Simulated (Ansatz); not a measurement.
# A hypothetical structure for Ti3Mo, part 2 of 2

This structure for Ti3Mo is made up. Its elements were placed in a known structure type with a cell scaled to their sizes. What cell does the guess relax to, and how far off was it?

Ansatz 0.2.0; DFT, PBE, plane-wave PAW, files of the set soft_1, scalar-relativistic, no spin, cell and ions relaxed at zero pressure; PAW set soft_1 (the session's first sound run).

So far: Set-up; Relaxing cell and atoms. The relaxed cell has a = 3.782, c = 9.249 Å (conventional setting).

**3. Bands of the relaxed cell**

A second self-consistent run takes a narrower smearing and the mesh shown in its input; the bands follow along the standard path of the relaxed lattice.

This step: DFT, PBE, plane-wave PAW, files of the set soft_1, scalar-relativistic, no spin, bands and density of states at the relaxed cell; PAW set soft_1 (Ansatz 0.2.0).

The input, input.yaml:

```yaml
crystal:
  lattice:
    - [-1.8912368477, 1.8912368477, 4.624575672]
    - [1.8912368477, -1.8912368477, 4.624575672]
    - [1.8912368477, 1.8912368477, -4.624575672]
  atoms:
    - { symbol: Mo, position: [0.0, 0.0, 0.0] }
    - { symbol: Ti, position: [0.5, 0.5, 0.0] }
    - { symbol: Ti, position: [0.25, 0.75, 0.5] }
    - { symbol: Ti, position: [0.75, 0.25, 0.5] }
kpoints:
  mp_grid: { grid: [12, 12, 12] }
  band_path:
    path:
      - [[0.0, 0.0, 0.0], [0.0, 0.0, 0.5], [-0.08362152, 0.08362152, 0.5], [-0.29181076, 0.29181076, 0.29181076], [0.0, 0.0, 0.0], [0.5, 0.5, -0.5], [0.29181076, 0.70818924, -0.29181076], [0.0, 0.5, 0.0], [0.25, 0.25, 0.25], [0.5, 0.5, -0.08362152], [0.5, 0.5, -0.5]]
      - [[0.0, 0.0, 0.5], [0.25, 0.25, 0.25]]
    npoints: 7
scf:
  occupations: { method: fermi_dirac, width: 0.03 }
  n_extra_bands: 8
hamiltonian:
  xc: pbe
  pseudopotentials: { kind: paw, azcp: { folder: soft_1 } }
output:
  forces: true
  stress: true
  write_bands: true
  dos: { projected: true }
  write_density: true
  write_potential: true
  elf: true
  volumetric_format: npy
```

Launch:

```
$ ansatz run input.yaml --threads 4 --pin off --max-ram 10240MiB --backend cpu --events-out ev --progress --plain --runs-dir out
```

Numbers of over 12 decimals in the logs are rounded to 6 here.

What it wrote:

```text
[...]
Crystal: 4 atoms, lattice volume = 66.164 Å³
Basis set: ecut = 420 eV, 1267 PW (Γ), exchange–correlation on 72×72×72 points (8 copies of the dense FFT grid, shifted against one another)
Bands: 33, of which v1, the nominal top of the filled ones, is band 25 counted from 1 (24 counted from 0)
Symmetry: 16 space group operations
[...]
k-points: 163 of 1728
[...]
SCF iter   1: F=—  HF=-12462.134757 eV  |F-HF|=—  |Δ(HF+E_count)|=         —  Δρ=1.83e-1  dr2=6.10e1  ethr=3.10e-3  ⟨swp⟩=3.2  Hψ=17036  notcnv=0
[...]
SCF iter   9: F=-12454.838388 eV  HF=-12454.838388 eV  |F-HF|=5.30e-8  |Δ(HF+E_count)|=   2.35e-8  Δρ=7.38e-6  dr2=6.13e-8  ethr=2.00e-10  ⟨swp⟩=13.0  Hψ=34938  notcnv=0
SCF 1 converged in 9 iterations: F = -12454.838388 eV  dr2 = 6.13e-8
[...]
NSCF: frozen V_eff on 79 k-points
SCF converged after 9 iterations
Free energy (F): -12454.838388 eV
[...]
Internal energy: -12454.820707 eV  (E = F + TS)
E sigma→0 (E₀):  -12454.829548 eV
Entropy (-TS):   -0.017681 eV (-4.420 meV/atom)
Fermi energy:    15.177742 eV
[...]
--- Stress (GPa, compression-positive) ---
       -0.004365       0.000000       0.000000
        0.000000      -0.004365       0.000000
        0.000000       0.000000      -0.008734
  P = ⅓ Tr σ = -0.0058 GPa (-0.058 kbar)
--- Band table (eV; the first three rows and the last of 163) ---
  k-point 0: bands = [... 21 lower, 14.2501, 14.2501, 14.7462, 15.0689, 15.0689, 16.2071, 16.3116, 16.7327, ... 4 higher]
  k-point 1: bands = [... 21 lower, 14.0343, 14.3623, 14.7630, 14.8808, 15.1878, 15.9858, 16.3036, 16.5395, ... 4 higher]
  k-point 2: bands = [... 21 lower, 13.5690, 14.2065, 14.5653, 15.1239, 15.4696, 15.5271, 16.0565, 16.5528, ... 4 higher]
  k-point 162: bands = [... 21 lower, 12.9297, 13.2587, 14.2500, 14.7656, 15.4136, 17.6986, 17.6986, 17.8691, ... 4 higher]
```

Elapsed: 11 s, on 4 threads of AMD EPYC 7R13 (Zen 3), shared host; peak memory 0.61 GiB; 39 s of CPU time.

This step gave:

* free energy: -12454.8384 eV
* energy at zero smearing: -12454.8295 eV
* smearing term TS: 0.01768 eV
* pressure: -0.005821 GPa

From bands.tsv, the bands that come nearest the Fermi level along the path, at its corners, in eV from the Fermi level:

| point | band 22 | band 23 | band 24 | band 25 | band 26 | band 27 | band 28 | band 29 |
| --- | --- | --- | --- | --- | --- | --- | --- | --- |
| Γ | -0.93 | -0.93 | -0.43 | -0.11 | -0.11 | 1.03 | 1.13 | 1.55 |
| X | -0.94 | -0.88 | -0.40 | -0.03 | 0.00 | 1.05 | 1.06 | 1.26 |
| Y | -1.00 | -0.86 | -0.47 | -0.14 | -0.12 | 0.84 | 1.00 | 1.29 |
| S | -1.22 | -0.77 | -0.38 | -0.15 | -0.14 | 0.75 | 1.48 | 1.91 |
| Γ | -0.93 | -0.93 | -0.43 | -0.11 | -0.11 | 1.03 | 1.13 | 1.55 |
| Z | -2.25 | -1.92 | -0.93 | -0.41 | 0.24 | 2.52 | 2.52 | 2.69 |
| S1 | -1.22 | -0.77 | -0.38 | -0.15 | -0.14 | 0.75 | 1.48 | 1.91 |
| N | -0.90 | -0.87 | -0.58 | -0.07 | 0.29 | 0.51 | 0.96 | 1.41 |
| P | -0.60 | -0.26 | -0.26 | 0.03 | 0.30 | 0.32 | 0.32 | 1.08 |
| Y1 | -1.00 | -0.86 | -0.47 | -0.14 | -0.12 | 0.84 | 1.00 | 1.29 |
| Z | -2.25 | -1.92 | -0.93 | -0.41 | 0.24 | 2.52 | 2.52 | 2.69 |
| X | -0.94 | -0.88 | -0.40 | -0.03 | 0.00 | 1.05 | 1.06 | 1.26 |
| P | -0.60 | -0.26 | -0.26 | 0.03 | 0.30 | 0.32 | 0.32 | 1.08 |

Counts of states for the cell as run, both spins, by energy window (eV from the Fermi level):

```csv
from,to,total
-8,-7,0.00
-7,-6,0.01
-6,-5,0.27
-5,-4,0.57
-4,-3,1.67
-3,-2,4.61
-2,-1,4.98
-1,0,5.93
0,1,4.91
1,2,5.13
```

Below -8 eV lie 32.0 more states.

Valence density in the ac plane of the conventional cell at fractional y = 0.000, with atoms of Mo and Ti within 0.2 Å of it. It is the smooth field of the valence electrons, not physical close to the nuclei.

Ten even steps from '_' (0 e/Å³) to '@' (11 e/Å³), each cell a mean:
```
++==::________________..--++
::..____________________..::
____________________________
____________________________
__________..--==--..________
________..==%%@@##::________
__________--##%%++::________
____________..::..__________
____________________________
____________________________
==--..__________________..--
@@##::________________..==%%
%%++::__________________--##
::..______________________..
____________________________
____________________________
__________..--==--..________
________..==%%@@##::________
__________--##%%++::________
____________..::..__________
____________________________
..__________________________
==--..__________________::--
**++--________________..==++
```
Columns run along a (3.8 Å), rows up along c (9.2 Å), edges of the conventional cell, whose origin can differ from the input's. Atoms in or near the plane, at fractional coordinates: Mo at (0.00, 0.00), Ti at (0.00, 0.50), Ti at (0.50, 0.25), Ti at (0.50, 0.75).

ELF in the ac plane of the conventional cell at fractional y = 0.000, with atoms of Mo and Ti within 0.2 Å of it. It is the smooth field of the valence electrons, not physical close to the nuclei.

Ten even steps from '0' (0.13) to '9' (0.71), each cell a mean:
```
79831367521598
87412456531257
22222211222222
44420122101344
86302689850157
86205998982047
97204999971048
87411466520257
22321000001222
32002333331013
98401467630269
89820377520499
99710477620389
76201466530036
11112211122111
55410122100345
87302689850158
86205998982048
86204999971047
66411466520256
23321000002332
43212333332234
98621467521479
58830367511697
```
Columns run along a (3.8 Å), rows up along c (9.2 Å), edges of the conventional cell, whose origin can differ from the input's. Atoms in or near the plane, at fractional coordinates: Mo at (0.00, 0.00), Ti at (0.00, 0.50), Ti at (0.50, 0.25), Ti at (0.50, 0.75).

Electrostatic potential energy in the ac plane of the conventional cell at fractional y = 0.000, with atoms of Mo and Ti within 0.2 Å of it. With pseudopotentials it is smooth inside the atoms' cores, unlike the true potential.

Ten even steps from '_' (-41 eV) to '@' (18 eV), each cell a mean:
```
____..++%%@@@@@@@@@@##--____
..::++%%@@@@@@@@@@@@%%##==::
####%%@@@@@@@@@@@@@@@@@@%%##
@@@@@@@@%%##******%%@@@@@@@@
@@@@@@%%**==--::--++##@@@@@@
@@@@@@%%==::::::::--**%%@@@@
@@@@@@%%++--::::::--**%%@@@@
@@@@@@@@##++==--==**%%@@@@@@
@@@@@@@@@@%%%%##%%%%@@@@@@@@
****%%@@@@@@@@@@@@@@@@%%##**
::--++##@@@@@@@@@@@@%%**==--
::::--**%%@@@@@@@@@@%%==::::
::::--**%%@@@@@@@@@@%%++--::
====**%%@@@@@@@@@@@@@@##++==
##%%%%@@@@@@@@@@@@@@@@@@%%%%
@@@@@@@@%%##******%%@@@@@@@@
@@@@@@%%**==--::--++##@@@@@@
@@@@@@%%==::::::::--**%%@@@@
@@@@@@%%++--::::::--**%%@@@@
@@@@@@@@##++==--==**%%@@@@@@
@@@@@@@@@@%%%%##%%%%@@@@@@@@
++**##%%@@@@@@@@@@@@@@%%##++
__..--##%%@@@@@@@@@@%%++::__
______++%%@@@@@@@@@@##--____
```
Columns run along a (3.8 Å; values clipped at the 3rd and 97th percentile), rows up along c (9.2 Å), edges of the conventional cell, whose origin can differ from the input's. Atoms in or near the plane, at fractional coordinates: Mo at (0.00, 0.00), Ti at (0.00, 0.50), Ti at (0.50, 0.25), Ti at (0.50, 0.75).

**4. What came out**

```json
{"space group, relaxed": "I4/mmm", "conventional cell": "a = 3.782, b = 3.782, c = 9.249 Å; α = 90.0°, β = 90.0°, γ = 90.0°", "volume per atom": "16.54 Å³ (guess 18.23)"}
```

Ti3Mo relaxes to I4/mmm with a = 3.782, b = 3.782 and c = 9.249 Å. The guessed volume was 10 % too large. The space group I4/mmm was held in the relaxation, so the end point is a stationary structure within it and may be a saddle against distortions or other arrangements. Bands cross the Fermi level, so it is a metal or semimetal at this level. On the 12×12×12 mesh with the narrower smearing (relaxed on 9×9×9) the forces vanish, as symmetry may demand, and the largest stress component is 0.009 GPa, within the relaxation's thresholds of 0.015 eV/Å and 0.05 GPa. The cutoff wasn't tested. No dispersion term is used, so weakly bound directions may come out too long. The runs have no spin, and magnetism wasn't tested. Nothing here tests whether the compound is stable against decomposition.

[Logs are printed without paths, hosts, clocks, repeated set-up lines and the standing remarks that a program may print on its own settings, such as how far it seeks lower states.]

[Hosts, paths, dates, database ids (printed as entryN), source tags and the programs' standing remarks are cut or masked in the printed files.]
